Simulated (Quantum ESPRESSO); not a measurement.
**KZnF3 (Pm-3m): the Zn K absorption edge**

Aim: the near-edge shape at the Zn K edge of KZnF3 (Pm-3m), and what the core hole does to it.

Method: X-ray absorption near-edge structure, plane-wave PAW PBE, one-electron final states by a Lanczos continued fraction, in Quantum ESPRESSO 7.5.

## Step 1: The structure

Symmetry: Pm-3m, No. 221, cubic system. Conventional cell: a = 4.050 Å, b = 4.050 Å, c = 4.050 Å, α = 90.00°, β = 90.00°, γ = 90.00°. Nearest to Zn lie 6 F at 2.02 Å. Nearest to K lie 12 F at 2.86 Å. Nearest to F lie 2 Zn at 2.02 Å and 4 K at 2.86 Å. Farther neighbours and most contacts between anions are not listed.

Structure file:

```cif
data_structure
_symmetry_space_group_name_H-M 'Pm-3m'
_symmetry_Int_Tables_number 221
_cell_length_a 4.0500
_cell_length_b 4.0500
_cell_length_c 4.0500
_cell_angle_alpha 90.000
_cell_angle_beta 90.000
_cell_angle_gamma 90.000
_cell_volume 66.43
loop_
_atom_site_label
_atom_site_type_symbol
_atom_site_symmetry_multiplicity
_atom_site_Wyckoff_symbol
_atom_site_fract_x
_atom_site_fract_y
_atom_site_fract_z
_atom_site_occupancy
Zn1 Zn 1 b 0.50000 0.50000 0.50000 1
K1 K 1 a 0.00000 0.00000 0.00000 1
F1 F 3 c 0.50000 0.00000 0.50000 1
```

## Step 2: The field without a hole

The ground state comes first: it tells whether the system has a gap, which decides how the excited electron is treated.

Input file scf.in:

```
&control
   calculation='scf', prefix='x', pseudo_dir='../pp', outdir='tmp', tprnfor=.true.
/
&system
   ibrav=0, nat=5, ntyp=3, nbnd=26
   ecutwfc=62, ecutrho=400
   occupations='smearing', smearing='mv', degauss=0.015
/
&electrons
   conv_thr=5.0e-08, electron_maxstep=120
   mixing_beta=0.5
/
ATOMIC_SPECIES
Zn3 1.0 Zn.pbe-dn-kjpaw.UPF
K 1.0 K.pbe-spn-kjpaw.UPF
F 1.0 F.pbe-n-kjpaw.UPF
CELL_PARAMETERS angstrom
  4.05000000 0.00000000 0.00000000
  0.00000000 4.05000000 0.00000000
  0.00000000 0.00000000 4.05000000
ATOMIC_POSITIONS crystal
Zn3  0.50000000 0.50000000 0.50000000
K    0.00000000 0.00000000 0.00000000
F    0.50000000 0.00000000 0.50000000
F    0.00000000 0.50000000 0.50000000
F    0.50000000 0.50000000 0.00000000
K_POINTS automatic
7 7 7 0 0 0
```

Input file Zn.pbe-dn-kjpaw.ld1.in:

```
&input
   title='Zn', zed=30., rel=1, iswitch=3, dft='PBE',
   config='[Ar] 4s2 4p0.3 3d9.7'
/
&inputp
   file_pseudopw='Zn.pbe-dn-kjpaw.UPF', author='',
   lpaw=.true.,
   pseudotype=3,
   lloc=-1,
   rcloc=1.9,
   which_augfun='PSQ',
   rmatch_augfun_nc=.true.,
   nlcc=.true.,
   new_core_ps=.true.,
   rcore=1.0,
   tm=.true.,
   lgipaw_reconstruction=.true., use_paw_as_gipaw=.true.
/
6
4S  1  0  2.00  0.00  1.20  2.20  0.0
4S  1  0  0.00  6.10  1.20  2.20  0.0
4P  2  1  0.30  0.00  1.20  2.20  0.0
4P  2  1  0.00  6.30  1.20  2.20  0.0
3D  3  2  9.70  0.00  1.20  1.70  0.0
3D  3  2  0.00 -0.80  1.20  1.70  0.0
```

Input file K.pbe-spn-kjpaw.ld1.in:

```
&input
   title='K', zed=19., rel=1, iswitch=3, dft='PBE',
   config='[Ar] 4s1 4p0 3d-1'
/
&inputp
   file_pseudopw='K.pbe-spn-kjpaw.UPF', author='',
   lpaw=.true.,
   pseudotype=3,
   lloc=-1,
   rcloc=1.5,
   which_augfun='PSQ',
   rmatch_augfun_nc=.true.,
   nlcc=.true.,
   new_core_ps=.true.,
   rcore=1.0,
   tm=.true.,
   lgipaw_reconstruction=.true., use_paw_as_gipaw=.true.
/
6
3S  1  0  2.00  0.00  1.20  1.30  0.0
4S  2  0  1.00  0.00  1.20  1.30  0.0
3P  2  1  6.00  0.00  1.40  1.60  0.0
4P  3  1  0.00  0.00  1.40  1.60  0.0
3D  3  2  0.00  0.05  1.20  1.70  0.0
3D  3  2  0.00  1.00  1.20  1.70  0.0
```

Input file F.pbe-n-kjpaw.ld1.in:

```
&input
   title='F', zed=9., rel=1, iswitch=3, dft='PBE',
   config='[He] 2s2 2p5'
/
&inputp
   file_pseudopw='F.pbe-n-kjpaw.UPF', author='',
   lpaw=.true.,
   pseudotype=3,
   lloc=-1,
   rcloc=0.9,
   which_augfun='PSQ',
   rmatch_augfun_nc=.true.,
   nlcc=.true.,
   new_core_ps=.true.,
   rcore=0.7,
   tm=.true.,
   lgipaw_reconstruction=.true., use_paw_as_gipaw=.true.
/
4
2S  1  0  2.00  0.00  1.00  1.30  0.0
2S  1  0  0.00  0.40  1.00  1.30  0.0
2P  2  1  5.00  0.00  0.90  1.40  0.0
2P  2  1  0.00  0.15  0.90  1.40  0.0
```

Command:

```
$ OMP_NUM_THREADS=1 mpirun --oversubscribe --bind-to none -np 4 pw.x -nk 4 -in scf.in > scf.out
```

Output:

```text
     [... banner and references ...]
using ibrav=0 with symmetry is DISCOURAGED, use correct ibrav instead

     G-vector sticks info
     --------------------

     Using Slab Decomposition

     bravais-lattice index     =            0
     lattice parameter (alat)  =       7.6534  a.u.
     unit-cell volume          =     448.2927 (a.u.)^3
     number of atoms/cell      =            5
     number of atomic types    =            3
     number of electrons       =        42.00
     number of Kohn-Sham states=           26
     kinetic-energy cutoff     =      62.0000  Ry
     charge density cutoff     =     400.0000  Ry
     scf convergence threshold =      5.0E-08
     mixing beta               =       0.5000
     number of iterations used =            8  plain     mixing
     Exchange-correlation= SLA  PW   PBX  PBC
                           (   1   4   3   4   0   0   0)

     celldm(1)=   7.653391  celldm(2)=   0.000000  celldm(3)=   0.000000
     celldm(4)=   0.000000  celldm(5)=   0.000000  celldm(6)=   0.000000

     crystal axes: (cart. coord. in units of alat)
               a(1) = (   1.000000   0.000000   0.000000 )
               a(2) = (   0.000000   1.000000   0.000000 )
               a(3) = (   0.000000   0.000000   1.000000 )

     reciprocal axes: (cart. coord. in units 2 pi/alat)
               b(1) = (  1.000000  0.000000  0.000000 )
               b(2) = (  0.000000  1.000000  0.000000 )
               b(3) = (  0.000000  0.000000  1.000000 )

     PseudoPot. #1 for Zn:     Pseudo is Projector augmented-wave + core cor, Zval = 12.0

     ../pp/K.pbe-spn-kjpaw.UPF
     Pseudo is Projector augmented-wave + core cor, Zval =  9.0
     Shape of augmentation charge: PSQ
     Using radial grid of 1165 points,  6 beta functions with:
                l(1) =   0
                l(2) =   0
                l(3) =   1
                l(4) =   1
                l(5) =   2
                l(6) =   2
     Q(r) pseudized with 0 coefficients

     ../pp/F.pbe-n-kjpaw.UPF
     Pseudo is Projector augmented-wave + core cor, Zval =  7.0
     Shape of augmentation charge: PSQ
     Using radial grid of 1105 points,  4 beta functions with:
                l(1) =   0
                l(2) =   0
                l(3) =   1
                l(4) =   1
     Q(r) pseudized with 0 coefficients

     atomic species   valence    mass     pseudopotential
     Zn3              12.00     1.00000     Zn( 1.00)
     K                 9.00     1.00000     K ( 1.00)
     F                 7.00     1.00000     F ( 1.00)

     48 Sym. Ops., with inversion, found

   Cartesian axes

     site n.     atom                  positions (alat units)
         1        Zn3    tau(   1) = (   0.5000000   0.5000000   0.5000000  )
         2        K      tau(   2) = (   0.0000000   0.0000000   0.0000000  )
         3        F      tau(   3) = (   0.5000000   0.0000000   0.5000000  )
         4        F      tau(   4) = (   0.0000000   0.5000000   0.5000000  )
         5        F      tau(   5) = (   0.5000000   0.5000000   0.0000000  )

     number of k points=    20  Marzari-Vanderbilt smearing, width (Ry)=  0.0150
                       cart. coord. in units 2pi/alat
        k(    1) = (   0.0000000   0.0000000   0.0000000), wk =   0.0058309
        k(    2) = (   0.0000000   0.0000000   0.1428571), wk =   0.0349854
        k(    3) = (   0.0000000   0.0000000   0.2857143), wk =   0.0349854
        k(    4) = (   0.0000000   0.0000000   0.4285714), wk =   0.0349854
        k(    5) = (   0.0000000   0.1428571   0.1428571), wk =   0.0699708
[...]
k(   18) = (   0.2857143   0.2857143   0.4285714), wk =   0.1399417
        k(   19) = (   0.2857143   0.4285714   0.4285714), wk =   0.1399417
        k(   20) = (   0.4285714   0.4285714   0.4285714), wk =   0.0466472

     Dense  grid:    60557 G-vectors     FFT dimensions: (  50,  50,  50)

[...]
total energy              =    -535.13990603 Ry
     estimated scf accuracy    <       0.46972435 Ry

     iteration #  2     ecut=    62.00 Ry     beta= 0.50
     Davidson diagonalization with overlap
     ethr =  1.12E-03,  avg # of iterations =  2.3

     total energy              =    -535.27741331 Ry
     estimated scf accuracy    <       0.08653676 Ry

     iteration #  3     ecut=    62.00 Ry     beta= 0.50
     Davidson diagonalization with overlap
     ethr =  2.06E-04,  avg # of iterations =  5.8

     total energy              =    -535.29178500 Ry
     estimated scf accuracy    <       0.00493688 Ry

     iteration #  4     ecut=    62.00 Ry     beta= 0.50
     Davidson diagonalization with overlap
     ethr =  1.18E-05,  avg # of iterations =  5.5

     total energy              =    -535.29229626 Ry
     estimated scf accuracy    <       0.00058443 Ry

     iteration #  5     ecut=    62.00 Ry     beta= 0.50
     Davidson diagonalization with overlap
     ethr =  1.39E-06,  avg # of iterations =  4.0

     total energy              =    -535.29237185 Ry
     estimated scf accuracy    <       0.00003141 Ry

     iteration #  6     ecut=    62.00 Ry     beta= 0.50
     Davidson diagonalization with overlap
     ethr =  7.48E-08,  avg # of iterations =  2.1

     total energy              =    -535.29238246 Ry
     estimated scf accuracy    <       0.00000411 Ry

     iteration #  7     ecut=    62.00 Ry     beta= 0.50
     Davidson diagonalization with overlap
     ethr =  9.79E-09,  avg # of iterations =  2.4

     total energy              =    -535.29238372 Ry
     estimated scf accuracy    <       0.00000015 Ry

     iteration #  8     ecut=    62.00 Ry     beta= 0.50
     Davidson diagonalization with overlap
     ethr =  3.53E-10,  avg # of iterations =  4.1

     End of self-consistent calculation

          k = 0.0000 0.0000 0.0000 (  3743 PWs)   bands (ev):

   -22.7822 -17.3094 -16.6826 -16.6826  -6.2696  -6.2696  -6.2696   0.1497
     0.1497   0.1497   0.9055   0.9055   0.9055   1.2497   1.2497   2.2337
     2.2337   2.2337   2.4430   2.4430   2.4430   8.1061  13.0088  13.0089
    13.7226  15.2989

          k = 0.0000 0.0000 0.1429 (  3739 PWs)   bands (ev):

   -22.7781 -17.2853 -16.7049 -16.6813  -6.2692  -6.2612  -6.2612  -0.2401
     0.1606   0.1606   0.8313   0.8313   0.9063   1.2499   1.4589   2.1923
[...]
13.9169  15.3116

          k = 0.0000 0.0000 0.2857 (  3707 PWs)   bands (ev):

[...]
14.6932  15.3350

          k = 0.0000 0.0000 0.4286 (  3692 PWs)   bands (ev):

[...]
15.3490  15.3490

          k = 0.0000 0.1429 0.1429 (  3711 PWs)   bands (ev):

[...]
14.0603  15.3475

[...]
k = 0.2857 0.2857 0.4286 (  3692 PWs)   bands (ev):

[...]
15.3227  15.6501

          k = 0.2857 0.4286 0.4286 (  3684 PWs)   bands (ev):

[...]
15.1105  15.3615

          k = 0.4286 0.4286 0.4286 (  3686 PWs)   bands (ev):

   -22.7349 -16.8598 -16.8239 -16.8239  -6.4150  -6.4150  -6.3978  -1.8682
    -0.9387  -0.9387  -0.0090   0.0218   0.0218   2.3747   2.4026   2.4026
     2.7435   2.7435   2.7786   4.1818   4.1818  12.5748  12.9382  12.9382
    14.7141  16.2956

     the Fermi energy is     6.1979 ev

!    total energy              =    -535.29238378 Ry
     total all-electron energy =     -5396.166277 Ry
     estimated scf accuracy    <       0.00000001 Ry
     smearing contrib. (-TS)   =       0.00000000 Ry
     internal energy E=F+TS    =    -535.29238378 Ry

     The total energy is F=E-TS. E is the sum of the following terms:
     one-electron contribution =    -160.85551946 Ry
     hartree contribution      =     115.52546668 Ry
     xc contribution           =     -87.62235842 Ry
     ewald contribution        =    -218.00757669 Ry
     one-center paw contrib.   =    -184.33239589 Ry

     convergence has been achieved in   8 iterations

     Forces acting on atoms (cartesian axes, Ry/au):

     atom    1 type  1   force =     0.00000000    0.00000000    0.00000000
     atom    2 type  2   force =     0.00000000    0.00000000    0.00000000
     atom    3 type  3   force =     0.00000000    0.00000000    0.00000000
     atom    4 type  3   force =     0.00000000    0.00000000    0.00000000
     atom    5 type  3   force =     0.00000000    0.00000000    0.00000000

     Total force =     0.000000     Total SCF correction =     0.000000

     XML data file, charge density, pseudopotentials, collected wavefunctions

=------------------------------------------------------------------------------=
   JOB DONE.
=------------------------------------------------------------------------------=
```

Wall time 9 s (4 MPI ranks of Intel Xeon 6975P-C (Granite Rapids), shared host); peak memory 0.15 GiB; 35 s of CPU time.

Absorbing atoms carry a label of their own (element plus a letter or digit), as the spectrum program needs them as separate species.

The mesh shows a gap of 3.91 eV, so the hole is first treated in a charged cell, without the excited electron.

## Step 3: Spectrum without a core hole, Zn atom 1

This cheap baseline ignores the attraction of the hole: it shows the absorber's empty states as they are in the ground state.

The absorber has 6 F at 2.02 Å (octahedral, site symmetry m-3m).

Input file xspectra.in:

```
&input_xspectra
   calculation='xanes_dipole', edge='K'
   prefix='x', outdir='tmp', xiabs=1, xe0=6.149
   xonly_plot=.false., x_save_file='xanes.sav'
   xniter=3000, xcheck_conv=20, xerror=0.005
   xcoordcrys=.false., xepsilon(1)=1, xepsilon(2)=0, xepsilon(3)=0
/
&plot
   xnepoint=413, xemin=-10, xemax=45, terminator=.true., cut_occ_states=.true.
   xgamma=0.4
/
&pseudos
   filecore='../Zn.wfc'
/
&cut_occ
   cut_desmooth=0.1, cut_stepl=0.05, cut_stepu=0.05, cut_ierror=1e-5
/
5 5 5 0 0 0
```

Command:

```
$ OMP_NUM_THREADS=1 mpirun --oversubscribe --bind-to none -np 4 xspectra.x -nk 4 -in xspectra.in > xspectra.out
```

Output:

```text
     [... banner and references ...]
Reading input_file

     calculation: xanes_dipole

     xepsilon  [cartesian coordinates]:   1.000000   0.000000   0.000000

     xonly_plot: FALSE
        => complete calculation: Lanczos + spectrum plot

     filecore (core-wavefunction file): ../Zn.wfc

     main plot parameters:
        cut_occ_states: TRUE
        gamma_mode:  constant
        -> using xgamma [eV]:  0.40
        xemin [eV]: -10.00
        xemax [eV]:  45.00
        xnepoint:  413
        xe0 [eV]:   6.149000 (energy zero read in input file)

[...]
Results of STEP 1 successfully written in x_save_file
     x_save_file name:
     ->  xanes.sav
     x_save_file version:  2

     ... End STEP 1 ...

     ... Begin STEP 2 ...

     The spectrum is calculated using the following parameters:
        xe0 [eV]:    6.1490
        the occupied states are elimintate from the spectrum
        xemin [eV]: -10.00
        xemax [eV]:  45.00
        xnepoint:  413
        constant broadening parameter [eV]:    0.400
        Core level energy [eV]:  -9659.
         (from electron binding energy of neutral atoms in X-ray data booklet)

     Cross-section successfully written in xanes.dat

     ... End STEP 2 ...

                                END JOB XSpectra
```

Run time: 18 s. Hardware: 4 MPI ranks; peak memory 0.12 GiB.

The core hole lives too briefly for so narrow a line (tabulated full width 1.7 eV). The run keeps xgamma small, and the tables are broadened afterwards: Lorentzian half width 0.83 eV up to 4 eV, rising linearly to 1.75 eV at 25 eV (not a setting of the program: the run's 0.4 eV curve was folded afterwards with a further Lorentzian).

The Zn K spectrum, Zn atom 1, no core hole (energy from the lowest empty level; intensity scaled to a mean of 1 over the first 20 eV; folded afterwards to Lorentzian half width 0.83 eV up to 4 eV, rising linearly to 1.75 eV at 25 eV; the points at xe0, where the cut of filled states can leave a spike, are interpolated):

```csv
E (eV),intensity
-2.0,0.06
-1.5,0.07
-1.0,0.07
-0.5,0.08
0.0,0.09
0.5,0.11
1.0,0.13
1.5,0.15
2.0,0.18
2.5,0.22
3.0,0.28
3.5,0.33
4.0,0.40
4.5,0.48
5.0,0.60
5.5,0.71
6.0,0.74
6.5,0.76
7.0,0.80
7.5,0.86
8.0,0.97
8.5,1.22
9.0,1.54
9.5,1.84
10.0,2.11
10.5,2.35
11.0,2.43
11.5,2.26
12.0,1.96
12.5,1.67
13.0,1.46
13.5,1.27
14.0,1.08
14.5,0.92
15.0,0.82
15.5,0.78
16.0,0.80
16.5,0.87
17.0,0.97
17.5,1.06
18.0,1.12
18.5,1.12
19.0,1.09
19.5,1.03
20.0,0.97
20.5,0.92
21.0,0.90
21.5,0.91
22.0,0.96
22.5,1.04
23.0,1.11
23.5,1.14
24.0,1.12
24.5,1.07
25.0,1.00
25.5,0.92
26.0,0.87
26.5,0.82
27.0,0.77
27.5,0.72
28.0,0.67
28.5,0.63
29.0,0.60
29.5,0.59
30.0,0.60
30.5,0.63
31.0,0.67
31.5,0.71
32.0,0.75
```

Main maxima below 30 eV (height): 10.9 eV (2.43), 18.3 eV (1.13) and 23.6 eV (1.14). A K edge sees empty p states on the absorber.

## Step 4: Reference energy of the supercell

The photon energy needs a difference of total energies, so the cell and mesh of the coming hole run are first run without a hole.

Input file scf.in:

```
&control
   calculation='scf', prefix='x', pseudo_dir='../pp', outdir='tmp', tprnfor=.true.
/
&system
   ibrav=0, nat=10, ntyp=3, nbnd=46
   ecutwfc=62, ecutrho=400
   occupations='fixed'
/
&electrons
   conv_thr=1.0e-07, electron_maxstep=120
   mixing_beta=0.5
/
ATOMIC_SPECIES
Zn 1.0 Zn.pbe-dn-kjpaw.UPF
K 1.0 K.pbe-spn-kjpaw.UPF
F 1.0 F.pbe-n-kjpaw.UPF
CELL_PARAMETERS angstrom
  4.05000000 0.00000000 4.05000000
  0.00000000 4.05000000 4.05000000
  -4.05000000 0.00000000 4.05000000
ATOMIC_POSITIONS crystal
Zn   0.25000000 0.50000000 0.75000000
Zn   0.75000000 0.50000000 0.25000000
K    0.00000000 0.00000000 0.00000000
K    0.50000000 0.00000000 0.50000000
F    0.50000000 0.00000000 0.00000000
F    0.00000000 0.00000000 0.50000000
F    0.00000000 0.50000000 0.00000000
F    0.50000000 0.50000000 0.50000000
F    0.00000000 0.50000000 0.50000000
F    0.50000000 0.50000000 0.00000000
K_POINTS automatic
5 5 5 0 0 0
```

Command:

```
$ OMP_NUM_THREADS=1 mpirun --oversubscribe --bind-to none -np 4 pw.x -nk 4 -in scf.in > scf.out
```

Output:

```text
     [... banner and references ...]
[banner, memory and clock lines left out]
Found identity + ( -0.5000  0.0000  0.5000) symmetry
     This is a supercell, fractional translations are disabled
     using ibrav=0 with symmetry is DISCOURAGED, use correct ibrav instead

     G-vector sticks info

     bravais-lattice index     =            0
     lattice parameter (alat)  =      10.8235  a.u.
     unit-cell volume          =     896.5854 (a.u.)^3
     number of atoms/cell      =           10
[...]
Forces acting on atoms (cartesian axes, Ry/au):

     atom    1 type  1   force =     0.00000000   -0.00000000    0.00000000
     atom    2 type  1   force =    -0.00000000   -0.00000000    0.00000000
     atom    3 type  2   force =    -0.00000000    0.00000000    0.00000000
[...]
atom    9 type  3   force =     0.00000000   -0.00000000   -0.00000000
     atom   10 type  3   force =     0.00000000    0.00000000   -0.00000000

     Total force =     0.000000     Total SCF correction =     0.000000

     XML data file, charge density, pseudopotentials, collected wavefunctions
[key lines of the parts left out:]
!    total energy              =   -1070.58476725 Ry
convergence has been achieved in   8 iterations
```

It took 22 s on 4 MPI ranks; peak memory 0.26 GiB; 88 s of CPU time.

Reference energy: -146837.165 eV with the cores included.

(Continued in part 2 of 3.)

[Banner, clock and machine lines of the logs are left out without a mark of their own.]

[Logs are printed without paths, hosts, clocks, repeated set-up lines and the standing remarks that a program may print on its own settings, such as how far it seeks lower states.]

[Hosts, paths, dates, database ids (printed as entryN), source tags and the programs' standing remarks are cut or masked in the printed files.]

[Lists of maxima count a maximum above −3 eV only where it reaches 4 % of the highest in the window and stands out from its surroundings by 2 % of it (1.5 % where it reaches 55 %); shoulders and weaker maxima are passed over, and of the rest the first, up to two pre-edge ones and the few strongest are named.]
